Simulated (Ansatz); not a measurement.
# Al (Aluminum, Fm-3m): thermal expansion from first principles

How much does Aluminum expand with temperature?

Measurements to reproduce:
- volume expansion coefficient 69 1e-6/K and heat capacity C_P per formula unit 24.2 J/mol/K near room temperature (given in “High-Throughput Prediction of Finite-Temperature Properties using the Quasi-Harmonic Approximation”, 2016, arXiv:1603.06924)

Method: DFT PBEsol, scalar-relativistic, plane waves, PAW, in Ansatz 0.2.0.

## (1) The starting structure

Symmetry: Fm-3m, No. 225, cubic system. Conventional cell: a = 4.050 Å, b = 4.050 Å, c = 4.050 Å, α = 90.00°, β = 90.00°, γ = 90.00°. Nearest to Al lie 12 Al at 2.86 Å.

## (2) Probe on a coarse mesh

Before spending time, one coarse run tells the gap and the pressure of the starting cell.

Input file input.yaml:

```yaml
crystal:
  lattice:
    - [0.0, 2.024805, 2.024805]
    - [2.024805, 0.0, 2.024805]
    - [2.024805, 2.024805, 0.0]
  atoms:
    - { symbol: Al, position: [0.0, 0.0, 0.0] }
kpoints:
  mp_grid: { grid: [8, 8, 8] }
hamiltonian:
  xc: pbesol
scf:
  occupations: { method: gaussian, width: 0.1 }
output:
  forces: true
  stress: true
  eigenvalues: true
```

On the command line:

```
$ ansatz run input.yaml --threads 4 --pin off --max-ram 16384MiB --backend cpu --events-out ev --progress --plain --runs-dir out
```

Numbers of over 12 decimals in the logs are rounded to 6 here.

What it wrote:

```text
Engine: ansatz 0.2.0, aarch64-unknown-linux-gnu
Pseudopotentials: kind: paw
Pseudopotential: Al, paw, valence charge 3, recommended cutoff 420 eV (normal), Al.paw.azcp
Functional definition: PBEsol
  exchange = pbesol_x
  correlation = pbesol_c
Crystal: 1 atoms, lattice volume = 16.603 Å³
Basis set: ecut = 420 eV, 331 PW (Γ), exchange–correlation on 40×40×40 points (8 copies of the dense FFT grid, shifted against one another)
Bands: 6, of which v1, the nominal top of the filled ones, is band 2 counted from 1 (1 counted from 0)
Symmetry: 48 space group operations
Space group: Fm-3m (ITA 225), of the structure as read, at distance tolerance 2.6e-5 Å
k-points: 29 of 512
Non-local potential: Al, projectors of the file, l = 0: 2, l = 1: 2, l = 2: 1
PAW form: soft (Blöchl's): semilocal exchange-correlation on the pseudo side does not see the compensation charge
PAW frozen core: Al, regenerated for the run's functional, and the local potential with it (the file was generated under x = pbe(κ = 0.804, μ = 0.219515), c = pbe(β = 0.066725))
PAW one-centre angular grid: Al, 110 points (default); XC on 64 Gauss nodes
Initial density: superposition of atomic densities (neutral atoms: chi_scale 0, normalization atom), corrected by the library's trained network
Initial wavefunctions: pseudopotential atomic-orbital guess
Functional: x = pbesol(κ = 0.804, μ = 0.123457), c = pbesol(β = 0.046)
SCF iter   1: F=—  HF=-524.540966 eV  |F-HF|=—  |Δ(HF+E_count)|=         —  Δρ=9.47e-4  dr2=1.14e-4  ethr=1.77e-3  ⟨swp⟩=4.7  Hψ=1502  notcnv=0
preconditioner: auto → none  [insulator: Δε(μ)=0.450 eV  Ē_g=13.141 eV  σ=0.100 eV  W_gap=0.86  n_scr=0 (ndim 8)  ℏωp=15.8 eV  f_vac=0.000  D(μ)=0.62/eV (n_scr^D=0)  ε∞_Penn≈2.4]
SCF iter   2: F=—  HF=-524.540974 eV  |F-HF|=—  |Δ(HF+E_count)|=   7.87e-6  Δρ=4.33e-4  dr2=2.13e-5  ethr=3.80e-6  ⟨swp⟩=1.5  Hψ=422  notcnv=0
SCF iter   3: F=—  HF=-524.540993 eV  |F-HF|=—  |Δ(HF+E_count)|=   1.86e-5  Δρ=2.57e-5  dr2=7.03e-8  ethr=7.10e-7  ⟨swp⟩=1.0  Hψ=160  notcnv=0
iter 4 did not close the SCF: its close was put off for the readings that it lacked (scf_convergence_deferred on its scf_iter line)
SCF iter   4: F=-524.540993 eV  HF=-524.540993 eV  |F-HF|=8.32e-11  |Δ(HF+E_count)|=   1.56e-8  Δρ=1.12e-6  dr2=1.54e-10  ethr=2.34e-9  ⟨swp⟩=1.3  Hψ=168  notcnv=0
iter 5 did not close the SCF: its close was put off for the readings that it lacked (scf_convergence_deferred on its scf_iter line)
SCF iter   5: F=-524.540993 eV  HF=-524.540993 eV  |F-HF|=3.41e-13  |Δ(HF+E_count)|=  6.07e-11  Δρ=6.99e-8  dr2=6.13e-13  ethr=5.13e-12  ⟨swp⟩=2.2  Hψ=204  notcnv=0
SCF iter   6: F=-524.540993 eV  HF=-524.540993 eV  |F-HF|=0.00e0  |Δ(HF+E_count)|=  4.55e-13  Δρ=3.06e-8  dr2=1.71e-13  ethr=1.00e-12  ⟨swp⟩=2.1  Hψ=608  notcnv=0
SCF 1 converged in 6 iterations: F = -524.540993 eV  dr2 = 1.71e-13
  greatest PAW one-centre occupation: 0.448 electrons in one spin orbital (limit 2), on the Al atom at site 0 (counted from 0), in its partial waves of l = 0
SCF converged after 6 iterations
Free energy (F): -524.540993 eV
Harris-Foulkes:  -524.540993 eV  (|F-HF|=0.00e0)
Internal energy: -524.537865 eV  (E = F + TS)
E sigma→0 (E₀):  -524.539429 eV
Entropy (-TS):   -0.003128 eV (-3.128 meV/atom)
Fermi energy:    7.877429 eV
--- Per-component energies (eV) ---
  E_band       = 10.264627
  E_kinetic    = 22.752203
  E_local      = 9.654611  (includes V_loc(G=0)·N_el)
  E_nonlocal   = 10.340967
  E_hartree    = 0.106846
  E_xc         = -39.352526
  E_vxc        = -29.095000  (∫ρ·V_xc dr)
  E_paw        = -454.696049  (= ΣΔE_a)
  E_vpaw       = -3.601842  (= ΣTr[D̂ρ^β])
  E_aug_tail   = -0.000003  (compensation charges beyond the density's cutoff)
  E_ewald      = -73.363052
  E_core_change = 0.019139  (= ΣΔE_core)
  E_smearing   = -0.003128  (= −TS)
  E_closure    = 0.000000  (closes the sum)
  Σ components = -524.540993   (vs F -524.540993, Δ=0.00e0)
--- Forces (eV/Å), atoms counted from 1 ---
  atom   1  Al     0.00000000     0.00000000    -0.00000000
  max |Σ_I F_I| component: 8.22e-33 eV/Å
--- Stress (GPa, compression-positive) ---
       -1.926065      -0.000000      -0.000000
       -0.000000      -1.926065       0.000000
        0.000000      -0.000000      -1.926065
  P = ⅓ Tr σ = -1.9261 GPa (-19.261 kbar)
--- Band table (eV; the first three rows and the last of 29) ---
  k-point 0: bands = ["-3.2580", "20.3021", "20.3021", "20.3021", "21.8156", "21.8156"]
  k-point 1: bands = ["-2.8358", "16.0738", "19.3850", "19.3850", "22.4472", "23.3145"]
  k-point 2: bands = ["-1.5769", "11.2368", "18.6328", "18.6328", "22.0931", "22.4215"]
  k-point 28: bands = ["6.9877", "6.9877", "7.9847", "8.8918", "23.5034", "23.5034"]
```

The job ended after 0.67 s (4 threads of Arm Neoverse V2, shared host; peak memory 0.23 GiB).

In the SCF lines HF is the Harris–Foulkes energy and dr2 the Hartree energy of the density residual, in eV; the loop may stop once dr2 is under the threshold and the program's other checks hold. Hψ counts applications of the Hamiltonian.

Numbers from this step:

| Item | Value |
| --- | --- |
| pressure | -1.926 GPa |
| volume per atom | 16.60 Å³ |
| gap on the k-mesh | 0 eV |

The start is under -1.9 GPa at this level and looks like a metal on this mesh.

## (3) Relaxation

The vibrations must be taken about the equilibrium of this functional, not about the starting cell, so the structure is relaxed.

input.yaml, the sections that differ from step 2:

```yaml
kpoints:
  mp_grid: { grid: [18, 18, 18] }
output:
  forces: true
  stress: true
  eigenvalues: true
  write_density: true
  write_potential: true
  elf: true
  volumetric_format: npy
relax:
  adjacent_minimum: "off"
  f_tol: 0.005
  max_steps: 80
  cell: { stress_tol: 0.05 }
# crystal, hamiltonian, scf: as in step 2
```

What it wrote:

```text
[...]
Crystal: 1 atoms, lattice volume = 16.603 Å³
Basis set: ecut = 420 eV, 331 PW (Γ), exchange–correlation on 40×40×40 points (8 copies of the dense FFT grid, shifted against one another)
Bands: 6, of which v1, the nominal top of the filled ones, is band 2 counted from 1 (1 counted from 0)
Symmetry: 48 space group operations
[...]
k-points: 195 of 5832
[...]
SCF iter   1: F=—  HF=-524.544156 eV  |F-HF|=—  |Δ(HF+E_count)|=         —  Δρ=6.48e-4  dr2=2.64e-5  ethr=1.77e-3  ⟨swp⟩=4.7  Hψ=10047  notcnv=0
[...]
SCF iter   6: F=-524.544188 eV  HF=-524.544188 eV  |F-HF|=1.25e-12  |Δ(HF+E_count)|=  1.11e-11  Δρ=1.44e-7  dr2=3.65e-12  ethr=1.00e-12  ⟨swp⟩=3.9  Hψ=4590  notcnv=0
SCF 1 converged in 6 iterations: F = -524.544188 eV  dr2 = 3.65e-12
[...]
relax step   1: F+E_penalty+E_count = -524.54418785 eV  Δ(F+E_penalty+E_count) = +0.000e0 eV  max|allowed force component| = 0.000e0 eV/Å  Δτ_max = 0.0000 Å  P = -1.956 GPa  Ω = 16.603 Å³  (6 SCF iters, accepted)
Crystal: 1 atoms, lattice volume = 16.126 Å³
[...]
iter 1 solved again at ethr=3.12e-6 eV; its pass at ethr=3.10e-3 eV (dr2=9.36e-5 eV) is discarded
[...]
SCF iter   3: F=-524.546928 eV  HF=-524.546928 eV  |F-HF|=1.77e-9  |Δ(HF+E_count)|=   1.49e-5  Δρ=5.31e-6  dr2=2.83e-9  ethr=3.33e-9  ⟨swp⟩=6.4  Hψ=6877  notcnv=0
SCF 2 converged in 3 iterations: F = -524.546928 eV  dr2 = 2.83e-9
relax step   2: F+E_penalty+E_count = -524.54692766 eV  Δ(F+E_penalty+E_count) = -2.740e-3 eV  max|allowed force component| = 0.000e0 eV/Å  Δτ_max = 0.0000 Å  P = +0.300 GPa  Ω = 16.126 Å³  energy of the carried Pulay correction = +1.910e-4 eV  (3 SCF iters, dr2 threshold 1.00e-7 eV, accepted)
Crystal: 1 atoms, lattice volume = 16.188 Å³
[...]
SCF iter   3: F=-524.546958 eV  HF=-524.546958 eV  |F-HF|=3.17e-11  |Δ(HF+E_count)|=   5.37e-7  Δρ=6.63e-7  dr2=3.56e-11  ethr=3.33e-9  ⟨swp⟩=5.0  Hψ=4222  notcnv=0
SCF 3 converged in 3 iterations: F = -524.546958 eV  dr2 = 3.56e-11
relax step   3: F+E_penalty+E_count = -524.54695782 eV  Δ(F+E_penalty+E_count) = -3.016e-5 eV  max|allowed force component| = 0.000e0 eV/Å  Δτ_max = 0.0000 Å  P = -0.012 GPa  Ω = 16.188 Å³  energy of the carried Pulay correction = +1.659e-4 eV  (3 SCF iters, dr2 threshold 1.00e-7 eV, accepted)
[...]
SCF iter   3: F=-524.546810 eV  HF=-524.546810 eV  |F-HF|=2.27e-12  |Δ(HF+E_count)|=   3.75e-9  Δρ=2.51e-7  dr2=7.07e-12  ethr=1.00e-12  ⟨swp⟩=3.5  Hψ=4652  notcnv=0
SCF 4 converged in 3 iterations: F = -524.546810 eV  dr2 = 7.07e-12
relax step   4: F+E_penalty+E_count = -524.54681039 eV  Δ(F+E_penalty+E_count) = +1.474e-4 eV  max|allowed force component| = 0.000e0 eV/Å  Δτ_max = 0.0000 Å  P = -0.029 GPa  Ω = 16.188 Å³  stress off target by 2.86e-2 GPa  SCF on the basis re-selected at this cell (its energy is not comparable with the rows above)  (3 SCF iters)
basis re-selected at this cell: Δ(F+E_penalty+E_count) = +1.474e-4 eV, ΔP = -0.016 GPa vs the last step (what re-selecting the basis moved, of the pressure what is left beyond the Pulay correction that the steps carried, after the strain that the cell walked since its last selection, with what the two solves' SCF thresholds leave and, on support functions, any second-order correction that the steps lacked; it is no measure of the basis error at this ecutwfc). This SCF's stress stands 2.86e-2 GPa from its target on what of the cell is left free (relax.cell.stress_tol is 5.00e-2 GPa) and its largest allowed force component is 0.00e0 eV/Å (relax.f_tol is 5.00e-3 eV/Å): [rest of the remark cut]
SCF converged after 3 iterations
Free energy (F): -524.546810 eV
[...]
Internal energy: -524.543824 eV  (E = F + TS)
E sigma→0 (E₀):  -524.545317 eV
Entropy (-TS):   -0.002986 eV (-2.986 meV/atom)
Fermi energy:    8.073911 eV
[...]
--- Stress (GPa, compression-positive) ---
       -0.028588       0.000000       0.000000
        0.000000      -0.028588       0.000000
        0.000000       0.000000      -0.028588
  P = ⅓ Tr σ = -0.0286 GPa (-0.286 kbar)
--- Band table (eV; the first three rows and the last of 195) ---
[...]
--- Relaxed structure (3 steps of the walk, 3 accepted, 1 SCFs on fresh bases) ---
  F+E_penalty+E_count = -524.54681039 eV   max|allowed force component| = 0.000e0 eV/Å   (the final SCF, on the basis selected at the relaxed cell)
  cell:  # Å, volume = 16.1878 Å³
    - [0, 2.007794, 2.007794]
    - [2.007794, 0, 2.007794]
    - [2.007794, 2.007794, 0]
  atoms:
    - { symbol: Al, position: [0.0, 0.0, 0.0] }
```

Run time: 1.4 s. Hardware: 4 threads; peak memory 0.28 GiB; 4.7 s of CPU time.

The steps of the relaxation:

```csv
step,energy less that of the first step (eV),largest force component (eV/Å),pressure (GPa),volume (Å³)
1,0.0000,0.0000,-1.96,16.60
2,-0.0027,0.0000,0.30,16.13
3,-0.0028,0.0000,-0.01,16.19
4*,-0.0026,0.0000,-0.03,16.19
```

Relaxation steps marked * repeat the geometry before them on a plane-wave basis chosen anew for their cell, so energy and pressure can jump there.

```csv
"conventional cell, symmetrised",before,after,change
a (Å),4.050,4.016,-0.8 %
b (Å),4.050,4.016,-0.8 %
c (Å),4.050,4.016,-0.8 %
volume (Å³/atom),16.60,16.19,-2.5 %
```

Final coordinates:

```xyz
1
Lattice="0.0000 2.0078 2.0078 2.0078 0.0000 2.0078 2.0078 2.0078 0.0000" Properties=species:S:1:pos:R:3 pbc="T T T"
Al    0.0000    0.0000    0.0000
```

This step gave:

| Property | Result |
| --- | --- |
| pressure | -0.02859 GPa |
| volume per atom | 16.19 Å³ |

Electrostatic potential energy in the ac plane of the conventional cell at fractional y = 0.000, with atoms of Al within 0.2 Å of it. With pseudopotentials it is smooth inside the atoms' cores, unlike the true potential.

Ten even steps from '_' (-10 eV) to '@' (10 eV), each cell a mean:
```
++::__--##@@@@@@@@%%**..__==
..__..++%%@@@@@@@@%%##--____
..::==##%%%%####%%%%%%**--..
****##%%##++----==**##%%##**
%%%%%%##==..______::**%%%%%%
@@@@%%**::__::--..__==%%@@@@
@@@@%%**....++**--__--##@@@@
@@@@%%**..__==++::__--##@@@@
@@@@%%##--____..__..++%%@@@@
##%%%%%%**--....::==##%%%%##
--==**##%%##******##%%##++--
____::**%%%%%%%%%%%%##==..__
--..__==%%@@@@@@@@%%**::__::
**--__--##@@@@@@@@%%**....++
```
Columns run along a (4.0 Å; values clipped at the 3rd and 97th percentile), rows up along c (4.0 Å), edges of the conventional cell, whose origin can differ from the input's. Atoms in or near the plane, at fractional coordinates: Al at (0.00, 0.00), Al at (0.50, 0.50).

ELF in the ac plane of the conventional cell at fractional y = 0.000, with atoms of Al within 0.2 Å of it. It is the smooth field of the valence electrons, not physical close to the nuclei.

Values, 14 rows by 14 columns, each cell a mean:
```
0.11 0.07 0.24 0.49 0.47 0.36 0.27 0.25 0.30 0.40 0.51 0.40 0.15 0.09
0.10 0.20 0.44 0.58 0.52 0.42 0.36 0.34 0.38 0.46 0.55 0.54 0.34 0.15
0.36 0.47 0.59 0.61 0.57 0.52 0.47 0.45 0.49 0.54 0.60 0.61 0.54 0.40
0.49 0.53 0.57 0.60 0.61 0.58 0.49 0.45 0.52 0.60 0.62 0.60 0.55 0.51
0.39 0.42 0.49 0.57 0.59 0.44 0.24 0.19 0.31 0.51 0.60 0.54 0.46 0.40
0.28 0.33 0.42 0.53 0.47 0.20 0.07 0.08 0.11 0.31 0.52 0.49 0.38 0.30
0.23 0.28 0.39 0.49 0.36 0.10 0.11 0.18 0.08 0.19 0.45 0.45 0.34 0.25
0.25 0.30 0.40 0.51 0.40 0.15 0.09 0.11 0.07 0.24 0.49 0.47 0.36 0.27
0.34 0.38 0.46 0.55 0.54 0.34 0.15 0.10 0.20 0.44 0.58 0.52 0.42 0.36
0.45 0.49 0.54 0.60 0.61 0.54 0.40 0.36 0.47 0.59 0.61 0.57 0.52 0.47
0.45 0.52 0.60 0.62 0.60 0.55 0.51 0.49 0.53 0.57 0.60 0.61 0.58 0.49
0.19 0.31 0.51 0.60 0.54 0.46 0.40 0.39 0.42 0.49 0.57 0.59 0.44 0.24
0.08 0.11 0.31 0.52 0.49 0.38 0.30 0.28 0.33 0.42 0.53 0.47 0.20 0.07
0.18 0.08 0.19 0.45 0.45 0.34 0.25 0.23 0.28 0.39 0.49 0.36 0.10 0.11
```
Columns run along a (4.0 Å), rows up along c (4.0 Å), edges of the conventional cell, whose origin can differ from the input's. Atoms in or near the plane, at fractional coordinates: Al at (0.00, 0.00), Al at (0.50, 0.50).

Valence density in the ac plane of the conventional cell at fractional y = 0.000, with atoms of Al within 0.2 Å of it. It is the smooth field of the valence electrons, not physical close to the nuclei.

Ten even steps from '0' (0.07 e/Å³) to '9' (0.21 e/Å³), each cell a mean:
```
01597543468840
35898655578974
78998877789998
88899998999988
66789855699876
45688511269754
34687300158753
34688400159754
55789743589865
77899987899887
89999888889999
56998766678985
12697544568851
01587533468730
```
Columns run along a (4.0 Å), rows up along c (4.0 Å), edges of the conventional cell, whose origin can differ from the input's. Atoms in or near the plane, at fractional coordinates: Al at (0.00, 0.00), Al at (0.50, 0.50).

The relaxation ends with a pressure of -0.03 GPa.

## (4) Tight relaxation

The thresholds are tightened for a last relaxation ahead of the phonons, and where mesh or smearing change with them the cell follows.

Input file input.yaml:

```yaml
crystal:
  lattice:
    - [0.0, 2.0077938082, 2.0077938082]
    - [2.0077938082, 0.0, 2.0077938082]
    - [2.0077938082, 2.0077938082, 0.0]
  atoms:
    - { symbol: Al, position: [0.0, 0.0, 0.0] }
kpoints:
  mp_grid: { grid: [20, 20, 20] }
hamiltonian:
  xc: pbesol
scf:
  occupations: { method: methfessel_paxton, width: 0.2 }
output:
  forces: true
  stress: true
  eigenvalues: true
relax:
  adjacent_minimum: "off"
  f_tol: 0.001
  max_steps: 60
  cell: { stress_tol: 0.01 }
```

What it wrote:

```text
[...]
Crystal: 1 atoms, lattice volume = 16.188 Å³
Basis set: ecut = 420 eV, 331 PW (Γ), exchange–correlation on 40×40×40 points (8 copies of the dense FFT grid, shifted against one another)
Bands: 6, of which v1, the nominal top of the filled ones, is band 2 counted from 1 (1 counted from 0)
Symmetry: 48 space group operations
[...]
k-points: 256 of 8000
[...]
0.000000       0.007680      -0.000000
        0.000000      -0.000000       0.007680
  P = ⅓ Tr σ = 0.0077 GPa (0.077 kbar)
--- Band table (eV; the first three rows and the last of 256) ---
[...]
--- Relaxed structure (2 steps of the walk, 2 accepted, 1 SCFs on fresh bases) ---
[...]
cell:  # Å, volume = 16.1662 Å³
    - [0, 2.006900, 2.006900]
    - [2.006900, 0, 2.006900]
    - [2.006900, 2.006900, 0]
  atoms:
    - { symbol: Al, position: [0.0, 0.0, 0.0] }
[key lines of the parts left out:]
SCF converged after 4 iterations
Free energy (F): -524.547776 eV
Fermi energy:    8.144352 eV
```

It took 1.3 s on 4 threads; peak memory 0.29 GiB.

Little changed from the start: no atom moved by 0.005 Å and no cell edge by 0.1 %.

Numbers from this step:

```yaml
pressure: 0.007680 GPa
volume_per_atom: 16.17 Å³
```

The residual pressure is 0.0077 GPa, small enough for phonons.

## (5) Relaxing at another setting

The functional, the potentials or the cutoff change, so the crystal is relaxed again at the new setting.

input.yaml, the sections that differ from step 4:

```yaml
crystal:
  lattice:
    - [0.0, 2.0068996119, 2.0068996119]
    - [2.0068996119, 0.0, 2.0068996119]
    - [2.0068996119, 2.0068996119, 0.0]
  atoms:
    - { symbol: Al, position: [0.0, 0.0, 0.0] }
basis:
  ecutwfc: 550.0
# kpoints, hamiltonian, scf, output, relax: as in step 4
```

What it wrote:

```text
[...]
Crystal: 1 atoms, lattice volume = 16.166 Å³
Basis set: ecut = 550 eV, 459 PW (Γ), exchange–correlation on 48×48×48 points (8 copies of the dense FFT grid, shifted against one another)
Bands: 6, of which v1, the nominal top of the filled ones, is band 2 counted from 1 (1 counted from 0)
Symmetry: 48 space group operations
[...]
k-points: 256 of 8000
[...]
0.000000      -0.000000      -0.002497
  P = ⅓ Tr σ = -0.0025 GPa (-0.025 kbar)
--- Band table (eV; the first three rows and the last of 256) ---
[...]
--- Relaxed structure (1 steps of the walk, 1 accepted, 1 SCFs on fresh bases) ---
[...]
cell:  # Å, volume = 16.1662 Å³
    - [0.0, 2.0068996119, 2.0068996119]
    - [2.0068996119, 0.0, 2.0068996119]
    - [2.0068996119, 2.0068996119, 0.0]
  atoms:
    - { symbol: Al, position: [0.0, 0.0, 0.0] }
[key lines of the parts left out:]
SCF converged after 4 iterations
Free energy (F): -524.548186 eV
Fermi energy:    8.144314 eV
```

Elapsed: 1.3 s, on 4 threads; peak memory 0.32 GiB; 4.3 s of CPU time.

Little changed from the start: no atom moved by 0.005 Å and no cell edge by 0.1 %.

Numbers from this step:

```yaml
pressure: -0.002497 GPa
```

The residual pressure is -0.0025 GPa, small enough for phonons.

[end of part 1 of 3]

[Logs are printed without paths, hosts, clocks, repeated set-up lines and the standing remarks that a program may print on its own settings, such as how far it seeks lower states.]

[Hosts, paths, dates, database ids (printed as entryN), source tags and the programs' standing remarks are cut or masked in the printed files.]

[A step with changed settings may run another functional than the one named; its input shows which.]
